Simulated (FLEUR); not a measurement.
# How the basis cutoff moves the magnetism of MnRh, part 3 of 4

Two starts of MnRh are run at each rung of the basis cutoff. Which rung is enough?

FLEUR MaX-R8.1; PBEsol; all-electron FLAPW, Dirac cores, scalar-relativistic bands.

So far, largest spin moment in the muffin-tin sphere (μB): step 2 (rung 1 (Kmax 2.16 1/bohr), start ferro +) 3.21; step 4 (rung 2 (Kmax 2.7 1/bohr), start ferro +) 3.59; step 5 (rung 2 (Kmax 2.7 1/bohr), start antiferro q=(1/2,1/2,1/2) +-) 3.67; step 6 (rung 3 (Kmax 3.24 1/bohr), start ferro +) 3.52; step 7 (rung 3 (Kmax 3.24 1/bohr), start antiferro q=(1/2,1/2,1/2) +-) 3.60.

### 8. Rung 4 (Kmax 3.78 1/bohr), start ferro +

The k list default-1 (kpts.xml, not shown) is a Γ-centred 10×10×10 mesh.

Input file inp.xml:

```
<?xml version="1.0" encoding="UTF-8" standalone="no"?>
<fleurInput fleurInputVersion="0.39">
   <comment>
      MnRh
   </comment>
   <calculationSetup>
      <cutoffs Kmax="3.78" Gmax="11.3" GmaxXC="11.3" numbands="0"/>
      <scfLoop itmax="90" minDistance="0.00002" maxIterBroyd="15" imix="Anderson" alpha="0.05" precondParam="0.0" spinf="2.0" sdNocoIR="T"/>
      <coreElectrons ctail="T" frcor="F" kcrel="0" coretail_lmax="0"/>
      <xcFunctional name="PBEs" relativisticCorrections="F"/>
      <magnetism jspins="2"/>
      <soc l_soc="F" theta="0.0" phi="0.0" spav="F"/>
      <expertModes spex="0" secvar="F"/>
      <geometryOptimization l_f="F" forcealpha="1.0" forcemix="BFGS" epsdisp="0.00001" epsforce="0.00001"/>
      <ldaU l_linMix="F" mixParam="0.05" spinf="1.0"/>
   </calculationSetup>
   <cell>
      <bzIntegration valenceElectrons="30.0" mode="hist" fermiSmearingEnergy="0.00110248">
         <kPointListSelection listName="default-1"/>
         <xi:include xmlns:xi="http://www.w3.org/2001/XInclude" href="kpts.xml"> </xi:include>
      </bzIntegration>
      <xi:include xmlns:xi="http://www.w3.org/2001/XInclude" href="sym.xml"> </xi:include>
      <bulkLattice scale="1.0">
         <bravaisMatrix>
            <row-1>    5.7523263232824000     0.0000000000000000     0.0000000000000000</row-1>
            <row-2>    0.0000000000000000     5.7523263232824000     0.0000000000000000</row-2>
            <row-3>    0.0000000000000000     0.0000000000000000     5.7523263232824000</row-3>
         </bravaisMatrix>
      </bulkLattice>
   </cell>
   <atomSpecies>
      <species name="Manganese 3.500" element="Mn" atomicNumber="25">
         <mtSphere radius="2.43" gridPoints="803" logIncrement="0.015"/>
         <atomicCutoffs lmax="10" lnonsphr="8"/>
         <electronConfig flipSpins="F">
            <coreConfig>(1s1/2) (2s1/2) (2p1/2) (2p3/2)</coreConfig>
            <valenceConfig>(3s1/2) (3p1/2) (3p3/2) (4s1/2) (3d3/2) (3d5/2)</valenceConfig>
            <stateOccupation state="(3d3/2)" spinUp="1.25" spinDown="0.75"/>
            <stateOccupation state="(3d5/2)" spinUp="3.0" spinDown="0.0"/>
         </electronConfig>
         <energyParameters s="4" p="4" d="3" f="4"/>
         <lo type="SCLO" l="0" n="3" eDeriv="0"/>
         <lo type="SCLO" l="1" n="3" eDeriv="0"/>
      </species>
      <species name="Rhodium (Rh)" element="Rh" atomicNumber="45">
         <mtSphere radius="2.43" gridPoints="803" logIncrement="0.016"/>
         <atomicCutoffs lmax="10" lnonsphr="8"/>
         <electronConfig flipSpins="F">
            <coreConfig>(1s1/2) (2s1/2) (2p1/2) (2p3/2) (3s1/2) (3p1/2) (3p3/2) (4s1/2) (3d3/2) (3d5/2)</coreConfig>
            <valenceConfig>(4p1/2) (4p3/2) (5s1/2) (4d3/2) (4d5/2)</valenceConfig>
            <stateOccupation state="(5s1/2)" spinUp="0.500000" spinDown="0.500000"/>
            <stateOccupation state="(4d3/2)" spinUp="1.600000" spinDown="1.600000"/>
            <stateOccupation state="(4d5/2)" spinUp="2.400000" spinDown="2.400000"/>
         </electronConfig>
         <energyParameters s="5" p="5" d="4" f="4"/>
         <lo type="SCLO" l="1" n="4" eDeriv="0"/>
      </species>
   </atomSpecies>
   <atomGroups>
      <atomGroup species="Manganese 3.500">
         <relPos label="                   1">.0000000000 .0000000000 .0000000000</relPos>
         <force calculate="T" relaxXYZ="TTT"/>
      </atomGroup>
      <atomGroup species="Rhodium (Rh)">
         <relPos label="                   2">1.000/2.000 1.000/2.000 1.000/2.000</relPos>
         <force calculate="T" relaxXYZ="TTT"/>
      </atomGroup>
   </atomGroups>
   <output dos="F" band="F" slice="F">
      <bandDOS minEnergy="-.5*Htr" maxEnergy="0.5*Htr" sigma="0.015" storeEVData="T"/>
      <plotting iplot="0" polar="F">
         <plot TwoD="T" vec1="  1.0  0.0  0.0" vec2="  0.0  1.0  0.0" vec3="  0.0  0.0  1.0" zero="  0.0  0.0  0.0" file="plot"/>
      </plotting>
      <moessbauerParams electricFieldGradient="F" isomerShift="F" coreHyperfine="F" valenceHyperfine="F"/>
   </output>
</fleurInput>
```

Input file crystal.txt:

```
MnRh
&input film=F cartesian=F /
3.04400000000  0.00000000000  0.00000000000
0.00000000000  3.04400000000  0.00000000000
0.00000000000  0.00000000000  3.04400000000
1.8897261246
1.0 1.0 1.0

2
25 0.00000000000  0.00000000000  0.00000000000 : 3.500
45 0.50000000000  0.50000000000  0.50000000000

&kpt div1=10 div2=10 div3=10 gamma=T /
```

Run with:

```
OMP_NUM_THREADS=1 inpgen -f crystal.txt > inpgen.log  # inp.xml is then edited as shown
OMP_NUM_THREADS=1 mpirun -n 4 fleur_MPI > fleur.log
```

Log:

```text
[banner, memory and clock lines left out]
Welcome to FLEUR        (www.flapw.de)
      MaX-Release 8.1          (www.max-centre.eu)

 ========== k-point set info ==========
 Selected k-point list: default-1
 k-point list type: mesh
 10 x 10 x 10
 Number of k points: 56

 [... set-up left out ...]
 Iteration:     1   Distance:      27.12566977 me/bohr^3
 Iteration:     2   Distance:      15.10099537 me/bohr^3
 Iteration:     3   Distance:       9.66594036 me/bohr^3
 Iteration:     4   Distance:       8.26914755 me/bohr^3
 Iteration:     5   Distance:       7.83528373 me/bohr^3
[...]
<sumOfEigenvalues value="    -3522.9651497506">
               <coreElectrons value="-3506.4350758130"/>
               <valenceElectrons value="-16.5300739376"/>
            </sumOfEigenvalues>
         [... left out ...]
            <freeEnergy value="-5940.4675261117"/>
            <extrapolationTo0K value="-5940.4674585938"/>
         </totalEnergy>
         <densityConvergence units="me/bohr^3">
            <chargeDensity spin="1" distance="0.0000060071"/>
            <chargeDensity spin="2" distance="0.0000093436"/>
            <overallChargeDensity distance="0.0000100682"/>
            <spinDensity distance="0.0000120585"/>
         </densityConvergence>
      </iteration>
```

The job ended after 14 s (4 MPI ranks of Intel Xeon 6975P-C (Granite Rapids), shared host; peak memory 0.27 GiB; 53 s of CPU time).

This step gave:

```
free energy                                                       : -161648.3563 eV
program's band gap on this mesh (in a metal only a level spacing) : 0 eV
magnetization                                                     : 4.111 μB
final state                                                       : ferromagnetic
largest moment                                                    : 3.520 μB
```

The largest moment is that of rung 3, at 1.3 times its CPU time.

### 9. Rung 4 (Kmax 3.78 1/bohr), start antiferro q=(1/2,1/2,1/2) +-

The k list default-1 (kpts.xml, not shown) is a Γ-centred 5×10×10 mesh.

inp.xml, as its differences from that of step 8:

```diff
@@ -17,3 +17,3 @@
    <cell>
-      <bzIntegration valenceElectrons="30.0" mode="hist" fermiSmearingEnergy="0.00110248">
+      <bzIntegration valenceElectrons="60.0" mode="hist" fermiSmearingEnergy="0.00110248">
          <kPointListSelection listName="default-1"/>
@@ -24,5 +24,5 @@
          <bravaisMatrix>
-            <row-1>    5.7523263232824000     0.0000000000000000     0.0000000000000000</row-1>
-            <row-2>    0.0000000000000000     5.7523263232824000     0.0000000000000000</row-2>
-            <row-3>    0.0000000000000000     0.0000000000000000     5.7523263232824000</row-3>
+            <row-1>   11.5046526465648000     0.0000000000000000     0.0000000000000000</row-1>
+            <row-2>    5.7523263232824000     5.7523263232824000     0.0000000000000000</row-2>
+            <row-3>    5.7523263232824000     0.0000000000000000     5.7523263232824000</row-3>
          </bravaisMatrix>
@@ -39,2 +39,15 @@
             <stateOccupation state="(3d5/2)" spinUp="3.0" spinDown="0.0"/>
+         </electronConfig>
+         <energyParameters s="4" p="4" d="3" f="4"/>
+         <lo type="SCLO" l="0" n="3" eDeriv="0"/>
+         <lo type="SCLO" l="1" n="3" eDeriv="0"/>
+      </species>
+      <species name="Manganese -3.500" element="Mn" atomicNumber="25">
+         <mtSphere radius="2.43" gridPoints="803" logIncrement="0.015"/>
+         <atomicCutoffs lmax="10" lnonsphr="8"/>
+         <electronConfig flipSpins="F">
+            <coreConfig>(1s1/2) (2s1/2) (2p1/2) (2p3/2)</coreConfig>
+            <valenceConfig>(3s1/2) (3p1/2) (3p3/2) (4s1/2) (3d3/2) (3d5/2)</valenceConfig>
+            <stateOccupation state="(3d3/2)" spinUp="0.75" spinDown="1.25"/>
+            <stateOccupation state="(3d5/2)" spinUp="0.0" spinDown="3.0"/>
          </electronConfig>
@@ -63,4 +76,9 @@
       </atomGroup>
+      <atomGroup species="Manganese -3.500">
+         <relPos label="                   2">1.000/2.000 .0000000000 .0000000000</relPos>
+         <force calculate="T" relaxXYZ="TTT"/>
+      </atomGroup>
       <atomGroup species="Rhodium (Rh)">
-         <relPos label="                   2">1.000/2.000 1.000/2.000 1.000/2.000</relPos>
+         <relPos label="                   3">-1.000/4.000 1.000/2.000 1.000/2.000</relPos>
+         <relPos label="                   4">1.000/4.000 1.000/2.000 1.000/2.000</relPos>
          <force calculate="T" relaxXYZ="TTT"/>
```

Input file crystal.txt:

```
MnRh
&input film=F cartesian=F /
6.08800000000  0.00000000000  0.00000000000
3.04400000000  3.04400000000  0.00000000000
3.04400000000  0.00000000000  3.04400000000
1.8897261246
1.0 1.0 1.0

4
25 0.00000000000  0.00000000000  0.00000000000 : 3.500
25 0.50000000000  0.00000000000  0.00000000000 : -3.500
45 0.75000000000  0.50000000000  0.50000000000
45 0.25000000000  0.50000000000  0.50000000000

&kpt div1=5 div2=10 div3=10 gamma=T /
```

Log:

```text
[banner, memory and clock lines left out]
Welcome to FLEUR        (www.flapw.de)
      MaX-Release 8.1          (www.max-centre.eu)

 ========== k-point set info ==========
 Selected k-point list: default-1
 k-point list type: mesh
 0 x 0 x 0
 Number of k points: 64

 [... set-up left out ...]
 Iteration:     1   Distance:      28.18656763 me/bohr^3
 Iteration:     2   Distance:      14.78823683 me/bohr^3
 Iteration:     3   Distance:       9.35961101 me/bohr^3
 Iteration:     4   Distance:       4.87920431 me/bohr^3
 Iteration:     5   Distance:       4.95793493 me/bohr^3
[...]
<sumOfEigenvalues value="    -7045.5418181238">
               <coreElectrons value="-7012.5881668434"/>
               <valenceElectrons value="-32.9536512804"/>
            </sumOfEigenvalues>
         [... left out ...]
            <freeEnergy value="-11880.9292300484"/>
            <extrapolationTo0K value="-11880.9289217117"/>
         </totalEnergy>
         <densityConvergence units="me/bohr^3">
            <chargeDensity spin="1" distance="0.0000021885"/>
            <chargeDensity spin="2" distance="0.0000021819"/>
            <overallChargeDensity distance="0.0000014127"/>
            <spinDensity distance="0.0000041358"/>
         </densityConvergence>
      </iteration>
```

It took 58 s on 4 MPI ranks; peak memory 0.34 GiB.

Numbers from this step:

| Property | Result |
| --- | --- |
| free energy | -323296.5542 eV |
| program's band gap on this mesh (in a metal only a level spacing) | 0.01083 eV |
| magnetization | 0 μB |
| final state | antiferromagnetic |
| largest moment | 3.593 μB |

This start lies +79.2 meV a seeded atom from the first, a change of +0.3 meV since rung 3; its largest moment is 3.59 μB.

### 10. Rung 5 (Kmax 4.32 1/bohr), start ferro +

The k list default-1 (kpts.xml, not shown) is a Γ-centred 10×10×10 mesh.

inp.xml, as its differences from that of step 9:

```diff
@@ -6,3 +6,3 @@
    <calculationSetup>
-      <cutoffs Kmax="3.78" Gmax="11.3" GmaxXC="11.3" numbands="0"/>
+      <cutoffs Kmax="4.32" Gmax="13.0" GmaxXC="13.0" numbands="0"/>
       <scfLoop itmax="90" minDistance="0.00002" maxIterBroyd="15" imix="Anderson" alpha="0.05" precondParam="0.0" spinf="2.0" sdNocoIR="T"/>
@@ -17,3 +17,3 @@
    <cell>
-      <bzIntegration valenceElectrons="60.0" mode="hist" fermiSmearingEnergy="0.00110248">
+      <bzIntegration valenceElectrons="30.0" mode="hist" fermiSmearingEnergy="0.00110248">
          <kPointListSelection listName="default-1"/>
@@ -24,5 +24,5 @@
          <bravaisMatrix>
-            <row-1>   11.5046526465648000     0.0000000000000000     0.0000000000000000</row-1>
-            <row-2>    5.7523263232824000     5.7523263232824000     0.0000000000000000</row-2>
-            <row-3>    5.7523263232824000     0.0000000000000000     5.7523263232824000</row-3>
+            <row-1>    5.7523263232824000     0.0000000000000000     0.0000000000000000</row-1>
+            <row-2>    0.0000000000000000     5.7523263232824000     0.0000000000000000</row-2>
+            <row-3>    0.0000000000000000     0.0000000000000000     5.7523263232824000</row-3>
          </bravaisMatrix>
@@ -39,15 +39,2 @@
             <stateOccupation state="(3d5/2)" spinUp="3.0" spinDown="0.0"/>
-         </electronConfig>
-         <energyParameters s="4" p="4" d="3" f="4"/>
-         <lo type="SCLO" l="0" n="3" eDeriv="0"/>
-         <lo type="SCLO" l="1" n="3" eDeriv="0"/>
-      </species>
-      <species name="Manganese -3.500" element="Mn" atomicNumber="25">
-         <mtSphere radius="2.43" gridPoints="803" logIncrement="0.015"/>
-         <atomicCutoffs lmax="10" lnonsphr="8"/>
-         <electronConfig flipSpins="F">
-            <coreConfig>(1s1/2) (2s1/2) (2p1/2) (2p3/2)</coreConfig>
-            <valenceConfig>(3s1/2) (3p1/2) (3p3/2) (4s1/2) (3d3/2) (3d5/2)</valenceConfig>
-            <stateOccupation state="(3d3/2)" spinUp="0.75" spinDown="1.25"/>
-            <stateOccupation state="(3d5/2)" spinUp="0.0" spinDown="3.0"/>
          </electronConfig>
@@ -76,9 +63,4 @@
       </atomGroup>
-      <atomGroup species="Manganese -3.500">
-         <relPos label="                   2">1.000/2.000 .0000000000 .0000000000</relPos>
-         <force calculate="T" relaxXYZ="TTT"/>
-      </atomGroup>
       <atomGroup species="Rhodium (Rh)">
-         <relPos label="                   3">-1.000/4.000 1.000/2.000 1.000/2.000</relPos>
-         <relPos label="                   4">1.000/4.000 1.000/2.000 1.000/2.000</relPos>
+         <relPos label="                   2">1.000/2.000 1.000/2.000 1.000/2.000</relPos>
          <force calculate="T" relaxXYZ="TTT"/>
```

Input file crystal.txt:

```
MnRh
&input film=F cartesian=F /
3.04400000000  0.00000000000  0.00000000000
0.00000000000  3.04400000000  0.00000000000
0.00000000000  0.00000000000  3.04400000000
1.8897261246
1.0 1.0 1.0

2
25 0.00000000000  0.00000000000  0.00000000000 : 3.500
45 0.50000000000  0.50000000000  0.50000000000

&kpt div1=10 div2=10 div3=10 gamma=T /
```

Log:

```text
[banner, memory and clock lines left out]
Welcome to FLEUR        (www.flapw.de)
      MaX-Release 8.1          (www.max-centre.eu)

 ========== k-point set info ==========
 Selected k-point list: default-1
 k-point list type: mesh
 10 x 10 x 10
 Number of k points: 56

 [... set-up left out ...]
 Iteration:     1   Distance:      26.98413639 me/bohr^3
 Iteration:     2   Distance:      14.91263780 me/bohr^3
 Iteration:     3   Distance:       9.51641894 me/bohr^3
 Iteration:     4   Distance:       8.30355804 me/bohr^3
 Iteration:     5   Distance:       7.85240158 me/bohr^3
[...]
<sumOfEigenvalues value="    -3520.9126057229">
               <coreElectrons value="-3505.2487307535"/>
               <valenceElectrons value="-15.6638749694"/>
            </sumOfEigenvalues>
         [... left out ...]
            <freeEnergy value="-5940.4690711758"/>
            <extrapolationTo0K value="-5940.4690046300"/>
         </totalEnergy>
         <densityConvergence units="me/bohr^3">
            <chargeDensity spin="1" distance="0.0000057411"/>
            <chargeDensity spin="2" distance="0.0000086861"/>
            <overallChargeDensity distance="0.0000097861"/>
            <spinDensity distance="0.0000110022"/>
         </densityConvergence>
      </iteration>
```

The job ended after 19 s (4 MPI ranks; peak memory 0.27 GiB; 76 s of CPU time).

Read from the output:

```
free energy                                                       : -161648.3984 eV
program's band gap on this mesh (in a metal only a level spacing) : 0 eV
magnetization                                                     : 4.109 μB
final state                                                       : ferromagnetic
largest moment                                                    : 3.518 μB
```

The largest moment is that of rung 4, at 1.4 times its CPU time.

(Part 3 of 4 ends here.)

[Logs and program files are shortened in this print: banners, set-up blocks, solver, clock and traceback lines can be left out without a mark of their own.]

[Logs are printed without paths, hosts, clocks, repeated set-up lines and the standing remarks that a program may print on its own settings, such as how far it seeks lower states.]

[Hosts, paths, dates, database ids (printed as entryN), source tags and the programs' standing remarks are cut or masked in the printed files.]

[Where a cell is said to come from a database of computed structures, the database is the Materials Project.]
